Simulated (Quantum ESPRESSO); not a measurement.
# GaAs (F-43m): modes at Γ and the response to a field, part 2 of 2

Which modes does GaAs (F-43m) have at the zone centre?

Quantum ESPRESSO 7.5; DFT LDA, scalar-relativistic, plane waves, GBRV ultrasoft pseudopotentials.

So far. Step 2 (A probe with smearing): A gap of 1.0 eV opens on this mesh, so the crystal is taken as an insulator; the start stands at -2.2 GPa. Step 4 (Self-consistent run for the response): The cell stands at -0.022 GPa, close enough for phonons. The relaxed cell has a = 5.610 Å (conventional setting).

## Step 5: Linear response at Γ

At q = 0 one unit cell holds all displacements; symmetry groups them into irreducible representations that are solved one by one. The response to a field gives ε∞ and the Born charges, which polar modes need.

File ph.in:

```
phonons
&INPUTPH
  prefix = 'x'
  outdir = './tmp'
  fildyn = 'g.dyn'
  tr2_ph = 1.0d-18
  epsil  = .true.
/
0.000000000000 0.000000000000 0.000000000000
```

The run is started by

```sh
> OMP_NUM_THREADS=1 mpirun -n 4 ph.x -nk 4 -in ph.in > ph.out
```

The program printed:

```text
[banners, grids, parts of the stress and lines that vanish by symmetry left out]
[banner, memory and clock lines left out]
Program PHONON v.7.5

     ./tmp/x.save/

     IMPORTANT: XC functional enforced from input :
     Exchange-correlation= PZ
                           (   1   1   0   0   0   0   0)
     Any further DFT definition will be discarded
     Please, verify this is what you really want

     G-vector sticks info

     Reading collected, re-writing distributed wavefunctions in ./tmp/

     Number and degeneracy of irreps per q-point
       N         xq(1)         xq(2)         xq(3)   N irreps
       1   0.000000000   0.000000000   0.000000000       2
        3   3

     Calculation of q =    0.0000000   0.0000000   0.0000000

     phonons

     bravais-lattice index     =            0
     lattice parameter (alat)  =       7.4961  a.u.
     unit-cell volume          =     297.8493 (a.u.)^3
     number of atoms/cell      =            2
     number of atomic types    =            2
     kinetic-energy cut-off    =      50.0000  Ry
     charge density cut-off    =     400.0000  Ry
     convergence threshold     =      1.0E-18
     beta                      =       0.7000
     number of iterations used =            4
     Exchange-correlation= PZ
                           (   1   1   0   0   0   0   0)

     celldm(1)=    7.49613  celldm(2)=    0.00000  celldm(3)=    0.00000
     celldm(4)=    0.00000  celldm(5)=    0.00000  celldm(6)=    0.00000

     crystal axes: (cart. coord. in units of alat)
               a(1) = ( -0.7071  0.0000  0.7071 )
               a(2) = (  0.0000  0.7071  0.7071 )
               a(3) = ( -0.7071  0.7071  0.0000 )

     reciprocal axes: (cart. coord. in units 2 pi/alat)
               b(1) = ( -0.7071 -0.7071  0.7071 )
               b(2) = (  0.7071  0.7071  0.7071 )
               b(3) = ( -0.7071  0.7071 -0.7071 )

     Atoms inside the unit cell:

     Cartesian axes

     site n.  atom      mass           positions (alat units)
        1  Ga     69.7230   tau(    1) = (    0.00000    0.00000    0.00000  )
        2  As     74.9216   tau(    2) = (   -0.35355    0.35355    0.35355  )

     Computing dynamical matrix for
                    q = (   0.0000000   0.0000000   0.0000000 )

     25 Sym.Ops. (with q -> -q+G )

     G cutoff =  569.3439  (  39957 G-vectors)     FFT grid: ( 48, 48, 48)
     G cutoff =  284.6719  (  14211 G-vectors)  smooth grid: ( 36, 36, 36)
     number of k points=    60
                       cart. coord. in units 2pi/alat
        k(    1) = (  -0.0441942   0.0441942   0.0441942), wk =   0.0078125
        k(    2) = (  -0.1325825   0.1325825  -0.0441942), wk =   0.0234375
        k(    3) = (  -0.2209709   0.2209709  -0.1325825), wk =   0.0234375
        [... further k-points left out ...]

     PseudoPot. # 1 for Ga read from file:
     ./pseudo/Ga.upf
     Pseudo is Ultrasoft + core correction, Zval = 19.0
     Using radial grid of  871 points,  6 beta functions with:
                l(1) =   0
                l(2) =   0
                l(3) =   1
                l(4) =   1
                l(5) =   2
                l(6) =   2
     Q(r) pseudized with  8 coefficients,  rinner =    1.250   1.250   1.250
                                                       1.250   1.250

     PseudoPot. # 2 for As read from file:
     ./pseudo/As.upf
     Pseudo is Ultrasoft + core correction, Zval =  5.0
     Using radial grid of  875 points,  6 beta functions with:
                l(1) =   0
                l(2) =   0
                l(3) =   1
                l(4) =   1
                l(5) =   2
                l(6) =   2
     Q(r) pseudized with  8 coefficients,  rinner =    1.300   1.300   1.300
                                                       1.300   1.300

     Mode symmetry, T_d (-43m)  point group:

     Electric field:
     Dielectric constant
     Born effective charges as d Force / d E

     Atomic displacements:
     There are    2 irreducible representations

     Representation     1      3 modes -  To be done

     Representation     2      3 modes -  To be done

     Alpha used in Ewald sum =   2.8000

     Electric Fields Calculation

      iter #   1   av.it.:   9.4
      thresh= 1.000E-02 alpha_mix =  0.700 |ddv_scf|^2 =  1.243E-07

      iter #   2   av.it.:  20.9
      thresh= 3.526E-05 alpha_mix =  0.700 |ddv_scf|^2 =  4.728E-09

      iter #   3   av.it.:  20.3
      thresh= 6.876E-06 alpha_mix =  0.700 |ddv_scf|^2 =  8.132E-11

      iter #   4   av.it.:  21.6
      thresh= 9.018E-07 alpha_mix =  0.700 |ddv_scf|^2 =  1.076E-12

      iter #   5   av.it.:  20.8
      thresh= 1.037E-07 alpha_mix =  0.700 |ddv_scf|^2 =  1.663E-15

      iter #   6   av.it.:  22.0
      thresh= 4.078E-09 alpha_mix =  0.700 |ddv_scf|^2 =  2.313E-17

      iter #   7   av.it.:  22.2
      thresh= 4.809E-10 alpha_mix =  0.700 |ddv_scf|^2 =  4.626E-19

     End of electric fields calculation

          Dielectric constant in cartesian axis

          (      14.007987204       0.000000000       0.000000000 )
          (       0.000000000      14.007987204       0.000000000 )
          (      -0.000000000       0.000000000      14.007987204 )

          Effective charges (d Force / dE) in cartesian axis without acoustic sum rule applied (asr)

           atom    1  Ga    Mean Z*:        2.06414
      Ex  (        2.06414        0.00000        0.00000 )
      Ey  (        0.00000        2.06414        0.00000 )
      Ez  (       -0.00000       -0.00000        2.06414 )
           atom    2  As    Mean Z*:       -2.06765
      Ex  (       -2.06765       -0.00000        0.00000 )
      Ey  (        0.00000       -2.06765        0.00000 )
      Ez  (        0.00000        0.00000       -2.06765 )

          Effective charges Sum: Mean:       -0.00351
             -0.00351        0.00000       -0.00000
              0.00000       -0.00351       -0.00000
              0.00000        0.00000       -0.00351

          Effective charges (d Force / dE) in cartesian axis with asr applied:
           atom    1  Ga    Mean Z*:        2.06590
      E*x (        2.06590        0.00000        0.00000 )
      E*y (        0.00000        2.06590        0.00000 )
      E*z (       -0.00000       -0.00000        2.06590 )
           atom    2  As    Mean Z*:       -2.06590
      E*x (       -2.06590       -0.00000       -0.00000 )
      E*y (       -0.00000       -2.06590       -0.00000 )
      E*z (        0.00000        0.00000       -2.06590 )

     Representation #   1 modes #   1   2   3

     Self-consistent Calculation

      iter #   1   av.it.:   7.7
      thresh= 1.000E-02 alpha_mix =  0.700 |ddv_scf|^2 =  2.623E-08

      iter #   2   av.it.:  21.3
      thresh= 1.619E-05 alpha_mix =  0.700 |ddv_scf|^2 =  1.356E-09

      iter #   3   av.it.:  20.8
      thresh= 3.683E-06 alpha_mix =  0.700 |ddv_scf|^2 =  4.239E-11

      iter #   4   av.it.:  20.7
      thresh= 6.510E-07 alpha_mix =  0.700 |ddv_scf|^2 =  5.099E-13

      iter #   5   av.it.:  22.1
      thresh= 7.141E-08 alpha_mix =  0.700 |ddv_scf|^2 =  3.221E-15

      iter #   6   av.it.:  22.0
      thresh= 5.676E-09 alpha_mix =  0.700 |ddv_scf|^2 =  1.115E-16

      iter #   7   av.it.:  22.0
      thresh= 1.056E-09 alpha_mix =  0.700 |ddv_scf|^2 =  5.572E-18

[...]
End of self-consistent calculation

     Convergence has been achieved

     Representation #   2 modes #   4   5   6

     Self-consistent Calculation

[...]
iter #   3   av.it.:  22.1
      thresh= 3.318E-05 alpha_mix =  0.700 |ddv_scf|^2 =  2.237E-09

      iter #   4   av.it.:  22.4
      thresh= 4.730E-06 alpha_mix =  0.700 |ddv_scf|^2 =  6.186E-12

      iter #   5   av.it.:  21.6
      thresh= 2.487E-07 alpha_mix =  0.700 |ddv_scf|^2 =  1.210E-13

      iter #   6   av.it.:  21.8
      thresh= 3.478E-08 alpha_mix =  0.700 |ddv_scf|^2 =  6.707E-15

      iter #   7   av.it.:  22.0
      thresh= 8.190E-09 alpha_mix =  0.700 |ddv_scf|^2 =  2.395E-16

      iter #   8   av.it.:  22.0
      thresh= 1.547E-09 alpha_mix =  0.700 |ddv_scf|^2 =  2.353E-18

      iter #   9   av.it.:  22.9
      thresh= 1.534E-10 alpha_mix =  0.700 |ddv_scf|^2 =  1.743E-20

     End of self-consistent calculation

     Convergence has been achieved

     Number of q in the star =    1
     List of q in the star:
          1   0.000000000   0.000000000   0.000000000

          Dielectric constant in cartesian axis

          (      14.007987204       0.000000000       0.000000000 )
          (       0.000000000      14.007987204       0.000000000 )
          (      -0.000000000       0.000000000      14.007987204 )

          Effective charges (d Force / dE) in cartesian axis without acoustic sum rule applied (asr)

           atom    1  Ga    Mean Z*:        2.06414
      Ex  (        2.06414        0.00000        0.00000 )
      Ey  (        0.00000        2.06414        0.00000 )
      Ez  (       -0.00000       -0.00000        2.06414 )
           atom    2  As    Mean Z*:       -2.06765
      Ex  (       -2.06765       -0.00000        0.00000 )
      Ey  (        0.00000       -2.06765        0.00000 )
      Ez  (        0.00000        0.00000       -2.06765 )

          Effective charges Sum: Mean:       -0.00351
             -0.00351        0.00000       -0.00000
              0.00000       -0.00351       -0.00000
              0.00000        0.00000       -0.00351

          Effective charges (d Force / dE) in cartesian axis with asr applied:
           atom    1  Ga    Mean Z*:        2.06590
      E*x (        2.06590        0.00000        0.00000 )
      E*y (        0.00000        2.06590        0.00000 )
      E*z (       -0.00000       -0.00000        2.06590 )
           atom    2  As    Mean Z*:       -2.06590
      E*x (       -2.06590       -0.00000       -0.00000 )
      E*y (       -0.00000       -2.06590       -0.00000 )
      E*z (        0.00000        0.00000       -2.06590 )

     Diagonalizing the dynamical matrix

     q = (    0.000000000   0.000000000   0.000000000 )

 **************************************************************************
     freq (    1) =      -0.213556 [THz] =      -7.123448 [cm-1]
     freq (    2) =      -0.213556 [THz] =      -7.123448 [cm-1]
     freq (    3) =      -0.213556 [THz] =      -7.123448 [cm-1]
     freq (    4) =       8.086063 [THz] =     269.722032 [cm-1]
     freq (    5) =       8.086063 [THz] =     269.722032 [cm-1]
     freq (    6) =       8.086063 [THz] =     269.722032 [cm-1]
 **************************************************************************

     Mode symmetry, T_d (-43m)  point group:

     freq (   1-   3) =         -7.1  [cm-1]   --> T_2  G_15 P_4   I+R
     freq (   4-   6) =        269.7  [cm-1]   --> T_2  G_15 P_4   I+R
```

Elapsed: 5.8 min, on 4 MPI ranks of Arm Neoverse V1, shared host.

This step gave:

| Quantity | Value |
| --- | --- |
| miss of the charge sum rule | 0.003510 e |
| largest acoustic frequency at the zone centre before the sum rule | -7.12 cm⁻¹ |
| highest optical zone-centre mode (no LO-TO term) | 269.7 cm⁻¹ |
| lowest optical zone-centre mode | 269.7 cm⁻¹ |
| mean high-frequency dielectric constant | 14.01 |
| largest Born charge in size (third of the trace) | 2.068 e |

Born charge (rows field, columns displacement), before the sum rule (e), principal values of the symmetric part by kind of site:

```
atom  atoms with these values    low  middle   high   mean
 Ga1                        1   2.06    2.06   2.06   2.06
 As2                        1  -2.07   -2.07  -2.07  -2.07
```

In full for Ga1:

```
2.06 0.00 0.00
0.00 2.06 0.00
0.00 0.00 2.06
```

High-frequency dielectric tensor:

```
14.01  0.00  0.00
 0.00 14.01  0.00
 0.00  0.00 14.01
```

The acoustic modes at Γ come out as far as 7.1 cm⁻¹ from zero, where they should vanish, a small numerical error; the Born charges miss their sum rule by 0.0035 e, which is good.

## Step 6: Zone-centre analysis

A rigid shift of the crystal must cost nothing, but grids and finite bases break this; the acoustic sum rule is imposed before the matrix is diagonalised again. With Born charges the intensities follow, and the static dielectric tensor.

File dynmat.in:

```
&INPUT
  fildyn = 'g.dyn'
  asr    = 'simple'
  fileig = 'dynmat.eig'
  lperm  = .true.
/
```

The run is started by

```sh
> dynmat.x -in dynmat.in > dynmat.out
```

The program printed:

```text
[banner, memory and clock lines left out]
Program DYNMAT v.7.5

     Reading Dynamical Matrix from file g.dyn
     ...Force constants read
     ...epsilon and Z* read
     A direction for q was not specified:TO-LO splitting will be absent

     Polarizability (A^3 units)
     multiply by 0.187406 for Clausius-Mossotti correction
        45.687798    0.000000   -0.000000
         0.000000   45.687798    0.000000
         0.000000    0.000000   45.687798

     IR activities are in (D/A)^2/amu units

# mode   [cm-1]    [THz]      IR
    1     -0.00   -0.0000    0.0000
    2     -0.00   -0.0000    0.0000
    3     -0.00   -0.0000    0.0000
    4    269.82    8.0889    2.7265
    5    269.82    8.0889    2.7265
    6    269.82    8.0889    2.7265

Electronic dielectric permittivity tensor (relative, adimensional)
        14.007987    0.000000   -0.000000
         0.000000   14.007987    0.000000
         0.000000    0.000000   14.007987

 ... with zone-center polar mode contributions
        15.817728    0.000000    0.000000
         0.000000   15.817728    0.000000
         0.000000    0.000000   15.817728
```

It took 0.47 s on 1 thread.

Numbers from this step:

```
highest optical zone-centre mode (no LO-TO term) : 269.8 cm⁻¹
lowest optical zone-centre mode                  : 269.8 cm⁻¹
mean static dielectric constant                  : 15.82
```

Unit eigenvectors of the mass-weighted matrix after the sum rule; no LO-TO term. Modes at Γ, with each element's share of the kinetic energy:

```
mode  frequency (cm⁻¹)  symmetry  Ga %  As %
   1               0.0  acoustic    48    52
   2               0.0  acoustic    48    52
   3               0.0  acoustic    48    52
   4             269.8        T2    52    48
   5             269.8        T2    52    48
   6             269.8        T2    52    48
```

Displacements in mode 4 (269.8 cm⁻¹), the largest set to 1:
```
Ga1  0.00  1.00  0.00
As2  0.00 -0.93  0.00
```

Degenerate modes summed, no LO-TO term. Infrared lines, with heights relative to the strongest:

```
position (cm⁻¹)  lines merged  label  IR intensity, relative
            270             3     T2                     100
```

Static dielectric tensor (ions relaxed, fixed cell):

```
15.82  0.00  0.00
 0.00 15.82  0.00
 0.00  0.00 15.82
```

The rule moves no optical mode by more than 0.2 cm⁻¹.

## Step 7: Modes along a direction of q (1 0 0)

A longitudinal polar mode sets up a macroscopic field that stiffens it; the term hangs on the direction from which q goes to zero.

File dynmat.in:

```
&INPUT
  fildyn = 'g.dyn'
  asr    = 'simple'
  fileig = 'dynmat.eig'
  q(1)   = 1.0
  q(2)   = 0.0
  q(3)   = 0.0
/
```

The run is started by

```sh
> dynmat.x -in dynmat.in > dynmat.out
```

The program printed:

```text
[banner, memory and clock lines left out]
Program DYNMAT v.7.5

     Reading Dynamical Matrix from file g.dyn
     ...Force constants read
     ...epsilon and Z* read

     Polarizability (A^3 units)
     multiply by 0.187406 for Clausius-Mossotti correction
        45.687798    0.000000   -0.000000
         0.000000   45.687798    0.000000
         0.000000    0.000000   45.687798

     IR activities are in (D/A)^2/amu units

# mode   [cm-1]    [THz]      IR
    1     -0.00   -0.0000    0.0000
    2     -0.00   -0.0000    0.0000
    3     -0.00   -0.0000    0.0000
    4    269.82    8.0889    2.7265
    5    269.82    8.0889    2.7265
    6    286.72    8.5956    2.7265
```

The job ended after 0.45 s (1 thread).

This step gave:

```yaml
highest_mode_moved_by_the_lo_to_term: 286.7 cm⁻¹
```

Zone-centre frequencies as printed; negative means imaginary. Modes:

```
mode  frequency (cm⁻¹)
   1                 0
   2                 0
   3                 0
   4             269.8
   5             269.8
   6             286.7
```

The field moves one mode, from 270 to 287 cm⁻¹; the others stay.

## Step 8: Outcome

- space group after relaxation: F-43m
- volume per atom: 22.1 Å³
- gap on the k-mesh: 1.01 eV
- highest optical zone-centre mode (no LO-TO term): 269.8 cm⁻¹
- highest mode moved by the LO-TO term: 286.7 cm⁻¹
- mean high-frequency dielectric constant: 14.0
- largest Born charge in size (third of the trace): 2.07 e
- mean static dielectric constant: 15.8
- imaginary optical modes at the zone centre (no q mesh in this session): none

At the LDA level the optical modes of GaAs (F-43m) at the zone centre (no LO-TO term) lie at 270 cm⁻¹. Along the directions run, the highest mode that the macroscopic field moves lies at 287 cm⁻¹. Lattice motion raises the mean dielectric constant from 14.01 to 15.82. The Born charge of Ga is 2.064 e against a formal charge of +3: moving the atom carries less polarisation than a rigid ion would, as is usual in tetrahedral, largely covalent crystals. The Lyddane-Sachs-Teller relation holds: (ωLO/ωTO)² is 1.13 and ε₀/ε∞ is 1.13. These are harmonic frequencies at zero temperature: anharmonic shifts and linewidths and thermal expansion are left out.

[Host names and launcher messages were left out of these logs when they were recorded.]

[Logs are printed without paths, hosts, clocks, repeated set-up lines and the standing remarks that a program may print on its own settings, such as how far it seeks lower states.]

[Hosts, paths, dates, database ids (printed as entryN), source tags and the programs' standing remarks are cut or masked in the printed files.]
